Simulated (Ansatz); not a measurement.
# The Ti2COF MXene monolayer under a gate, part 2 of 2

Wanted: Fermi level and gate voltage of the Ti2COF MXene monolayer as it is charged.

Ansatz 0.2.0; plane-wave DFT, PBE-D3(BJ), Ansatz PAW.

So far. Step 9 (Gated layer, added electrons -6×10¹³ per cm²): Against the uncharged case this takes -5.98 V.

## 12. Relaxing the charged layer, added electrons 6×10¹³ per cm²

File input.yaml:

```yaml
crystal:
  lattice:
    - [3.0067496033, 0.0, 0.0]
    - [-1.5033748017, 2.6039215393, 0.0]
    - [0.0, 0.0, 39.1687562028]
  atoms:
    - { symbol: F, position: [0.3333333333, 0.6666666667, 0.4404020365] }
    - { symbol: Ti, position: [0.6666666667, 0.3333333333, 0.4725371023] }
    - { symbol: C, position: [0.0, 0.0, 0.5016368026] }
    - { symbol: Ti, position: [0.3333333333, 0.6666666667, 0.535656268] }
    - { symbol: O, position: [0.6666666667, 0.3333333333, 0.5595979635] }
  periodic: [true, true, false]
  symmetry: { detect: true }
total_charge: -0.046976
kpoints:
  mp_grid: { grid: [18, 18, 1] }
hamiltonian:
  xc: pbe
  dispersion: d3bj
scf:
  occupations: { method: fermi_dirac, width: 0.05 }
  convergence: { dr2_threshold: 1.0e-09 }
relax:
  f_tol: 0.003
  max_steps: 50
  constraints: [{ site: 2, fix: z }]
external_charges:
  - { charge: 0, barrier: 10, axis: 3, height: 26.419, sigma: 0.25 }
  - { charge: 0.046976, axis: 3, height: 27.919, sigma: 0.5 }
output:
  write_potential: true
  write_density: true
  volumetric_format: npy
```

Run with:

```
$ ansatz run input.yaml --threads 4 --pin off --max-ram 12288MiB --backend cpu --events-out ev --progress --plain --runs-dir out
```

Elapsed: 51 s, on 4 threads of Arm Neoverse V1, shared host; peak memory 0.73 GiB; 3.3 min of CPU time.

Relaxation path:

| step | energy less that of the first step (eV) | largest force component (eV/Å) |
| --- | --- | --- |
| 1 | 0.0000 | 0.4688 |
| 2 | -0.0048 | 0.1248 |
| 3 | -0.0052 | 0.0071 |
| 4 | -0.0052 | 0.0064 |
| 5 | -0.0052 | 0.0038 |
| 6 | -0.0052 | 0.0000 |

The run keeps the 6 symmetry operations that it works with, so distortions that break them were not tested.

The atoms that moved most (Å):

| atom | dx | dy | dz | length |
| --- | --- | --- | --- | --- |
| O5 | 0.000 | 0.000 | 0.016 | 0.016 |
| Ti4 | 0.000 | 0.000 | -0.009 | 0.009 |

The relaxed structure:

```xyz
5
Lattice="3.0067 0.0000 0.0000 -1.5034 2.6039 0.0000 0.0000 0.0000 39.1688" Properties=species:S:1:pos:R:3
F     0.0000    1.7359   17.2500
Ti    1.5034    0.8680   18.5094
C     0.0000    0.0000   19.6485
Ti    0.0000    1.7359   20.9716
O     1.5034    0.8680   21.9346
```

This step gave:

| Quantity | Value |
| --- | --- |
| energy at zero smearing | -6632.5806 eV |
| potential beyond the upper barrier and gate, less the barrier, from the Fermi level | 0.4182 eV |

The relaxation took 6 steps and lowered the energy by 0.0052 eV; the largest force on the free atoms ends at 4.7e-5 eV/Å.

## 13. Varying the input

A run with a changed input: it repeats the earlier run at 0.5 × 10¹³ added electrons per cm² with scf.occupations.width from 0.02585 removed, scf.occupations.method from fermi_dirac to tetrahedron_uncorrected, scf.mixing.algorithm to msr1, scf.mixing.beta to 0.3 and scf.mixing.ndim to 16.

input.yaml, the sections that differ from step 12:

```yaml
total_charge: -0.003915
kpoints:
  mp_grid: { grid: [54, 54, 1] }
  band_path:
    path: [[0, 0, 0], [0.5, 0, 0], [0.33333333, 0.33333333, 0], [0, 0, 0]]
    npoints: 16
scf:
  occupations: { method: tetrahedron_uncorrected }
  convergence: { dr2_threshold: 1.0e-10 }
  mixing: { algorithm: msr1, beta: 0.3, ndim: 16 }
output:
  forces: true
  eigenvalues: true
  write_potential: true
  write_density: true
  volumetric_format: npy
external_charges:
  - { charge: 0, barrier: 10, axis: 3, height: 26.419, sigma: 0.25 }
  - { charge: 0.003915, axis: 3, height: 27.919, sigma: 0.5 }
# crystal, hamiltonian: as in step 12
# relax: removed
```

It took 1.8 min on 4 threads; peak memory 1.8 GiB.

Numbers from this step:

```
potential beyond the upper barrier and gate, less the barrier, from the Fermi level : 5.613 eV
```

The electronic bands at the labelled points (eV, zero at the Fermi level):

| point | band 17 | band 18 | band 19 | band 20 | band 21 | band 22 | band 23 | band 24 |
| --- | --- | --- | --- | --- | --- | --- | --- | --- |
| Γ | -4.73 | -2.75 | -1.75 | -1.75 | 0.36 | 0.36 | 0.97 | 1.45 |
| halfway | -4.43 | -3.57 | -2.58 | -2.27 | -0.21 | 1.03 | 1.11 | 1.61 |
| M | -4.32 | -3.80 | -3.30 | -2.33 | -0.44 | 1.41 | 1.98 | 2.18 |
| halfway | -4.13 | -4.04 | -3.43 | -2.67 | 0.01 | 1.49 | 1.53 | 2.01 |
| K | -4.73 | -3.73 | -3.53 | -3.04 | 0.66 | 1.23 | 1.39 | 1.74 |
| halfway | -4.42 | -3.68 | -2.75 | -2.55 | 0.18 | 0.43 | 1.59 | 1.83 |
| Γ | -4.73 | -2.75 | -1.75 | -1.75 | 0.36 | 0.36 | 0.97 | 1.45 |

Force by atom:

| atom | x (eV/Å) | y (eV/Å) | z (eV/Å) | size |
| --- | --- | --- | --- | --- |
| F1 | 0.0000 | 0.0000 | 0.0072 | 0.0072 |
| Ti2 | 0.0000 | 0.0000 | -0.0227 | 0.0227 |
| C3 | 0.0000 | 0.0000 | 0.0302 | 0.0302 |
| Ti4 | 0.0000 | 0.0000 | -0.0598 | 0.0598 |
| O5 | 0.0000 | 0.0000 | 0.0453 | 0.0453 |

| quantity | this run | earlier run | difference |
| --- | --- | --- | --- |
| potential beyond the upper barrier and gate, less the barrier, from the Fermi level (eV) | 5.613 | 5.614 | -2.3e-4 |

Nothing in the table moves by 0.01 in its unit. The run took 17 SCF cycles against 13.

Of the bands kept, 1 crosses the Fermi level on this path.

## 14. The same run with other settings

Another changed input: it repeats the earlier run at 0.5 × 10¹³ added electrons per cm² with scf.lower_state_search to off, scf.occupations.method from fermi_dirac to gaussian and scf.occupations.width from 0.02585 to 0.005.

Edit input.yaml of step 13 so:

```diff
@@ -23,5 +23,5 @@
 scf:
-  occupations: { method: tetrahedron_uncorrected }
+  occupations: { method: gaussian, width: 0.005 }
   convergence: { dr2_threshold: 1.0e-10 }
-  mixing: { algorithm: msr1, beta: 0.3, ndim: 16 }
+  lower_state_search: "off"
 output:
```

Elapsed: 2.1 min, on 4 threads; peak memory 1.8 GiB.

This step gave:

- potential beyond the upper barrier and gate, less the barrier, from the Fermi level: 5.609 eV

The electronic bands at the labelled points (eV, zero at the Fermi level):

| point | band 17 | band 18 | band 19 | band 20 | band 21 | band 22 | band 23 | band 24 |
| --- | --- | --- | --- | --- | --- | --- | --- | --- |
| Γ | -4.73 | -2.76 | -1.76 | -1.76 | 0.35 | 0.35 | 0.96 | 1.44 |
| halfway | -4.44 | -3.57 | -2.58 | -2.27 | -0.22 | 1.02 | 1.11 | 1.61 |
| M | -4.33 | -3.81 | -3.30 | -2.34 | -0.45 | 1.41 | 1.98 | 2.17 |
| halfway | -4.13 | -4.05 | -3.44 | -2.68 | 0.00 | 1.49 | 1.52 | 2.01 |
| K | -4.73 | -3.74 | -3.53 | -3.04 | 0.66 | 1.22 | 1.38 | 1.73 |
| halfway | -4.42 | -3.69 | -2.75 | -2.55 | 0.17 | 0.42 | 1.58 | 1.83 |
| Γ | -4.73 | -2.76 | -1.76 | -1.76 | 0.35 | 0.35 | 0.96 | 1.44 |

Force by atom:

| atom | x (eV/Å) | y (eV/Å) | z (eV/Å) | size |
| --- | --- | --- | --- | --- |
| F1 | 0.0000 | 0.0000 | 0.0069 | 0.0069 |
| Ti2 | 0.0000 | 0.0000 | -0.0231 | 0.0231 |
| C3 | 0.0000 | 0.0000 | 0.0301 | 0.0301 |
| Ti4 | 0.0000 | 0.0000 | -0.0596 | 0.0596 |
| O5 | 0.0000 | 0.0000 | 0.0458 | 0.0458 |

| quantity | this run | earlier run | difference |
| --- | --- | --- | --- |
| potential beyond the upper barrier and gate, less the barrier, from the Fermi level (eV) | 5.609 | 5.614 | -0.0045 |

Nothing in the table moves by 0.01 in its unit. The run took 15 SCF cycles against 13.

Of the bands kept, 1 crosses the Fermi level on this path.

## 15. Outcome

- gap with uncharged gates: none
- gate voltage at 6×10¹³ holes per cm²: -5.98 V
- gate voltage at 6×10¹³ electrons per cm²: +5.91 V
- total capacitance near 4×10¹³ holes per cm²: 1.61 µF/cm²

Putting 6×10¹³ holes per cm² on the layer takes -5.98 V on the gate; how far the Fermi level moves against the bands is taken for single layers without spin and with an even electron count alone. Plates 6 Å apart would give 1.48 µF/cm² in vacuum; the computed total runs from 1.6 to 1.63 µF/cm². A value over that of the plates means that the screening charge has its centre outside the outer atoms; a low density of states works the other way. Few carriers sample few k-points, so the slopes at the lowest densities depend on the mesh and on the temperature. The gates are charged sheets behind model barriers, not atoms. The first relaxation ran with spin and lost its moment, and the later runs have none; other magnetic states were not tried. The MXene's terminations sit over the metal atoms of its far layer; the site over carbon or nitrogen, which some compounds prefer, was not run.

[Logs are printed without paths, hosts, clocks, repeated set-up lines and the standing remarks that a program may print on its own settings, such as how far it seeks lower states.]

[Hosts, paths, dates, database ids (printed as entryN), source tags and the programs' standing remarks are cut or masked in the printed files.]

[Maps of the electrostatic potential energy from Ansatz leave out the sawtooth potential of an applied field or a dipole correction, so their vacuum need not be flat; planar profiles and work functions include it.]
